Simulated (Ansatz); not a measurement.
# A hypothetical structure for ZnGe3P4, part 2 of 2

This structure for ZnGe3P4 is made up. Its elements were placed in a known structure type with a cell scaled to their sizes. What cell does the guess relax to, and how far off was it?

Ansatz 0.2.0; DFT, PBE, plane-wave PAW, files of the set soft_1, scalar-relativistic, no spin, cell and ions relaxed at zero pressure; PAW set soft_1 (the session's first sound run).

So far: The starting structure; Relaxing cell and atoms. The relaxed cell has a = 5.848, c = 9.917 Å (conventional setting).

## 3. Bands of the relaxed cell

With the geometry fixed, one more self-consistent run, with a narrower smearing and the mesh shown in its input, gives the bands, and its pressure, and its forces where symmetry allows any, show how far the geometry depends on these settings.

This step: DFT, PBE, plane-wave PAW, files of the set soft_1, scalar-relativistic, no spin, bands and density of states at the relaxed cell; PAW set soft_1 (Ansatz 0.2.0).

File input.yaml:

```yaml
crystal:
  lattice:
    - [-2.9241653713, 2.9241653713, 4.9584806797]
    - [2.9241653713, -2.9241653713, 4.9584806797]
    - [2.9241653713, 2.9241653713, -4.9584806797]
  atoms:
    - { symbol: Ge, position: [0.75, 0.25, 0.5] }
    - { symbol: Ge, position: [0.25, 0.75, 0.5] }
    - { symbol: Ge, position: [0.5, 0.5, 0.0] }
    - { symbol: Zn, position: [0.0, 0.0, 0.0] }
    - { symbol: P, position: [0.3783382842, 0.3783382842, 0.5036042042] }
    - { symbol: P, position: [0.12526592, 0.6216617158, 0.0] }
    - { symbol: P, position: [0.87473408, 0.87473408, 0.4963957958] }
    - { symbol: P, position: [0.6216617158, 0.12526592, 0.0] }
kpoints:
  mp_grid: { grid: [8, 8, 8] }
  band_path:
    path:
      - [[0.0, 0.0, 0.0], [0.0, 0.0, 0.5], [-0.1738908, 0.1738908, 0.5], [-0.3369454, 0.3369454, 0.3369454], [0.0, 0.0, 0.0], [0.5, 0.5, -0.5], [0.3369454, 0.6630546, -0.3369454], [0.0, 0.5, 0.0], [0.25, 0.25, 0.25], [0.5, 0.5, -0.1738908], [0.5, 0.5, -0.5]]
      - [[0.0, 0.0, 0.5], [0.25, 0.25, 0.25]]
    npoints: 7
scf:
  occupations: { method: fermi_dirac, width: 0.03 }
  n_extra_bands: 12
hamiltonian:
  xc: pbe
  pseudopotentials: { kind: paw, azcp: { folder: soft_1 } }
output:
  forces: true
  stress: true
  write_bands: true
  dos: { projected: true }
  write_density: true
  write_potential: true
  elf: true
  volumetric_format: npy
```

Started as:

```
$ ansatz run input.yaml --threads 4 --pin off --max-ram 10240MiB --backend cpu --events-out ev --progress --plain --runs-dir out
```

Numbers of over 12 decimals in the logs are rounded to 6 here.

The program printed:

```text
[...]
Crystal: 8 atoms, lattice volume = 169.595 Å³
Basis set: ecut = 420 eV, 3329 PW (Γ), exchange–correlation on 90×90×90 points (8 copies of the dense FFT grid, shifted against one another)
Bands: 49, of which v1, the nominal top of the filled ones, is band 37 counted from 1 (36 counted from 0)
Symmetry: 8 space group operations
[...]
k-points: 59 of 512 (time reversal used)
[...]
SCF iter   1: F=—  HF=-19227.062679 eV  |F-HF|=—  |Δ(HF+E_count)|=         —  Δρ=3.65e-2  dr2=2.24e0  ethr=3.10e-3  ⟨swp⟩=7.9  Hψ=13290  notcnv=0  defer=17
[...]
SCF iter  11: F=-19226.599727 eV  HF=-19226.599727 eV  |F-HF|=2.71e-8  |Δ(HF+E_count)|=   1.01e-7  Δρ=4.24e-6  dr2=2.67e-8  ethr=1.35e-10  ⟨swp⟩=19.2  Hψ=24827  notcnv=0
SCF 1 converged in 11 iterations: F = -19226.599727 eV  dr2 = 2.67e-8
[...]
NSCF: frozen V_eff on 79 k-points
SCF converged after 11 iterations
Free energy (F): -19226.599727 eV
[...]
Internal energy: -19226.590227 eV  (E = F + TS)
E sigma→0 (E₀):  -19226.594977 eV
Entropy (-TS):   -0.009500 eV (-1.187 meV/atom)
Fermi energy:    8.048743 eV
[...]
--- Forces (eV/Å), atoms counted from 1 ---
  atom   1  Ge    -0.00000000     0.00000000     0.00000000
  atom   2  Ge    -0.00000000     0.00000000     0.00000000
  atom   3  Ge    -0.00000000    -0.00000000     0.00000000
  atom   4  Zn    -0.00000000    -0.00000000    -0.00000000
  atom   5  P     -0.00374974    -0.00374974     0.00367873
  atom   6  P      0.00374974    -0.00374974    -0.00367873
  atom   7  P      0.00374974     0.00374974     0.00367873
  atom   8  P     -0.00374974     0.00374974    -0.00367873
  max |Σ_I F_I| component: 1.23e-16 eV/Å
--- Stress (GPa, compression-positive) ---
       -0.039461      -0.000000      -0.000000
       -0.000000      -0.039461      -0.000000
        0.000000      -0.000000       0.087850
  P = ⅓ Tr σ = 0.0030 GPa (0.030 kbar)
--- Band table (eV; the first three rows and the last of 59) ---
  k-point 0: bands = [... 33 lower, 6.1619, 6.1619, 6.5178, 6.9214, 7.3566, 7.6576, 9.6678, 10.0210, ... 8 higher]
  k-point 1: bands = [... 33 lower, 5.0056, 6.0622, 6.5383, 7.0923, 7.8881, 8.2750, 9.9249, 10.0579, ... 8 higher]
  k-point 2: bands = [... 33 lower, 4.7985, 5.6949, 5.8059, 7.3921, 8.5927, 9.2401, 9.5690, 10.3156, ... 8 higher]
  k-point 58: bands = [... 33 lower, 4.7088, 5.0798, 5.0798, 7.2387, 7.3661, 8.3062, 8.4377, 8.4377, ... 8 higher]
```

The job ended after 36 s (4 threads of AMD EPYC 7R13 (Zen 3), shared host; peak memory 0.91 GiB; 2.3 min of CPU time).

In the SCF lines HF is the Harris–Foulkes energy and dr2 the Hartree energy of the density residual, in eV; the loop may stop once dr2 is under the threshold and the program's other checks hold. Hψ counts applications of the Hamiltonian.

This step gave:

```yaml
free_energy: -19226.5997 eV
energy_at_zero_smearing: -19226.5950 eV
smearing_term_ts: 0.009500 eV
fermi_energy: 8.049 eV
pressure: 0.002976 GPa
```

From bands.tsv, the bands that come nearest the Fermi level along the path, at its corners, in eV from the Fermi level:

```tsv
point	band 35	band 36	band 37	band 38	band 39	band 40	band 41	band 42
Γ	-1.89	-1.53	-1.13	-0.69	-0.39	1.62	1.97	1.97
X	-2.12	-2.07	-1.54	-0.41	-0.23	1.01	2.11	2.38
Y	-2.71	-2.62	-0.64	0.11	0.92	1.81	1.88	2.07
S	-2.43	-2.34	0.25	0.39	0.80	0.91	1.28	1.79
Γ	-1.89	-1.53	-1.13	-0.69	-0.39	1.62	1.97	1.97
Z	-2.97	-2.97	-0.81	-0.68	0.26	0.39	0.39	0.87
S1	-2.43	-2.34	0.25	0.39	0.80	0.91	1.28	1.79
N	-2.88	-2.33	0.85	1.08	1.36	1.77	1.99	2.08
P	-2.73	-2.73	-0.59	-0.59	0.27	0.81	2.50	2.63
Y1	-2.71	-2.62	-0.64	0.11	0.92	1.81	1.88	2.07
Z	-2.97	-2.97	-0.81	-0.68	0.26	0.39	0.39	0.87
X	-2.12	-2.07	-1.54	-0.41	-0.23	1.01	2.11	2.38
P	-2.73	-2.73	-0.59	-0.59	0.27	0.81	2.50	2.63
```

States per cell as run, both spins, in windows of 1 eV, from dos.tsv (zero at the Fermi level):

```csv
from,to,total
-8,-7,9.48
-7,-6,1.35
-6,-5,3.31
-5,-4,5.61
-4,-3,4.36
-3,-2,3.98
-2,-1,0.55
-1,0,1.89
0,1,4.16
1,2,3.87
2,3,5.40
3,4,5.50
```

A further 43.4 states lie below the table's range.

Electrostatic potential energy in the ab plane of the cell as run, not the conventional one, at fractional z = 0.000, with atoms of Ge and Zn and P within 0.2 Å of it. With pseudopotentials it is smooth inside the atoms' cores, unlike the true potential.

Ten even steps from '_' (-42 eV) to '@' (11 eV), each cell a mean:
```
____==%%@@@@@@@@@@@@@@%%%%@@@@%%==__
::--##@@@@@@@@@@@@@@@@@@@@@@@@@@##==
####%%@@@@@@@@@@@@@@@@@@@@@@@@@@@@%%
%%%%%%@@@@@@@@@@@@@@@@@@@@@@@@@@@@@@
##====**%%@@@@@@@@@@@@@@@@@@@@@@@@@@
==____..**%%@@%%%%%%@@@@@@@@@@@@@@%%
--______--%%%%**++++##%%@@@@@@@@@@%%
**..____==%%##++++++++##@@@@@@@@@@@@
%%**--==**%%##++++++++++%%@@@@@@@@@@
@@@@%%%%%%@@%%++++++++++%%@@@@@@@@@@
@@@@@@@@@@@@%%##++++++**%%@@@@@@@@@@
@@@@@@@@@@@@@@%%%%####%%@@@@@@@@@@@@
@@@@@@@@@@@@@@@@@@%%%%%%%%@@@@@@@@@@
@@@@@@@@@@@@@@@@%%**==--**%%@@@@@@@@
@@@@@@@@@@@@@@@@%%==____..**@@@@@@%%
++##@@@@@@@@@@@@%%--______==%%%%##==
__--##@@@@@@@@@@@@**..____==%%##--__
____++@@@@@@@@@@@@%%**--==##%%##::__
```
Columns run along a (6.5 Å; values clipped at the 3rd and 97th percentile), rows up along b (6.5 Å). Atoms in or near the plane, at fractional coordinates: Ge at (0.50, 0.50), Zn at (0.00, 0.00), P at (0.13, 0.62), P at (0.62, 0.13).

ELF in the ab plane of the cell as run, not the conventional one, at fractional z = 0.000, with atoms of Ge and Zn and P within 0.2 Å of it. It is the smooth field of the valence electrons, not physical close to the nuclei.

Ten even steps from '_' (0.00) to '@' (0.89), each cell a mean:
```
____......____..--++########++::..__
__....::..______..::----====--::....
::--====--..____________........::::
##%%@@%%**--..________________..--++
@@@@@@@@%%**--::......________..==##
%%==--**@@%%++==------::..____..==##
##..__::%%@@##==========::______--##
%%++..--@@@@##==::::--==--..____--##
%%%%####@@@@**--::==::==--..____::++
**%%%%######++==::::::==--..____..--
::==++++==========--======::______..
__..........::==++**####++--..______
____________..==##@@@@@@%%**--..____
....________..==##@@@@%%@@%%**--....
........____..++####--::**@@%%==::..
........____..++%%##..__--@@@@==....
__........__..==%%%%++..==@@%%--..__
____......____::**%%%%##%%@@##::____
```
Columns run along a (6.5 Å), rows up along b (6.5 Å). Atoms in or near the plane, at fractional coordinates: Ge at (0.50, 0.50), Zn at (0.00, 0.00), P at (0.13, 0.62), P at (0.62, 0.13).

Valence density in the ab plane of the cell as run, not the conventional one, at fractional z = 0.000, with atoms of Ge and Zn and P within 0.2 Å of it. It is the smooth field of the valence electrons, not physical close to the nuclei.

Ten steps, logarithmic in the rise over the least value, from '_' (0 e/Å³) to '@' (33 e/Å³), each cell a mean:
```
%%**::______________............--##
==--..__________________________..--
......____________________________..
........__________________________..
::::::::..________________________..
::::..::::..______________________..
::..__..::......::::..____________..
::::....::::::--**##==..__________..
..::::::::..::==@@@@##::____________
__............--##@@**::____________
______________..--==--..____________
________________..::::..____________
________________....::....__________
________________..::::::::..________
________________..::....::::..______
::..____________..::..__..::......::
**--..__________..::::..::::....--**
@@**::____________..::::::::....==%%
```
Columns run along a (6.5 Å), rows up along b (6.5 Å). Atoms in or near the plane, at fractional coordinates: Ge at (0.50, 0.50), Zn at (0.00, 0.00), P at (0.13, 0.62), P at (0.62, 0.13).

## 4. Outcome

- space group, relaxed: I-42m
- conventional cell: a = 5.848, b = 5.848, c = 9.917 Å; α = 90.0°, β = 90.0°, γ = 90.0°
- volume per atom: 21.20 Å³ (guess 19.37)

**Reading.** ZnGe3P4 relaxes to I-42m with a = 5.848, b = 5.848 and c = 9.917 Å. The guessed volume was 9 % too small. The space group I-42m was held in the relaxation, so the end point is a stationary structure within it and may be a saddle against distortions or other arrangements. Bands cross the Fermi level, so it is a metal or semimetal at this level. On the 8×8×8 mesh with the narrower smearing (relaxed on 7×7×7) the largest force component is 0.004 eV/Å and the largest stress component is 0.088 GPa, against the relaxation's thresholds of 0.015 eV/Å and 0.05 GPa. The cutoff wasn't tested. No dispersion term is used, so weakly bound directions may come out too long. Nothing here tests whether the compound is stable against decomposition.

[Logs are printed without paths, hosts, clocks, repeated set-up lines and the standing remarks that a program may print on its own settings, such as how far it seeks lower states.]

[Hosts, paths, dates, database ids (printed as entryN), source tags and the programs' standing remarks are cut or masked in the printed files.]
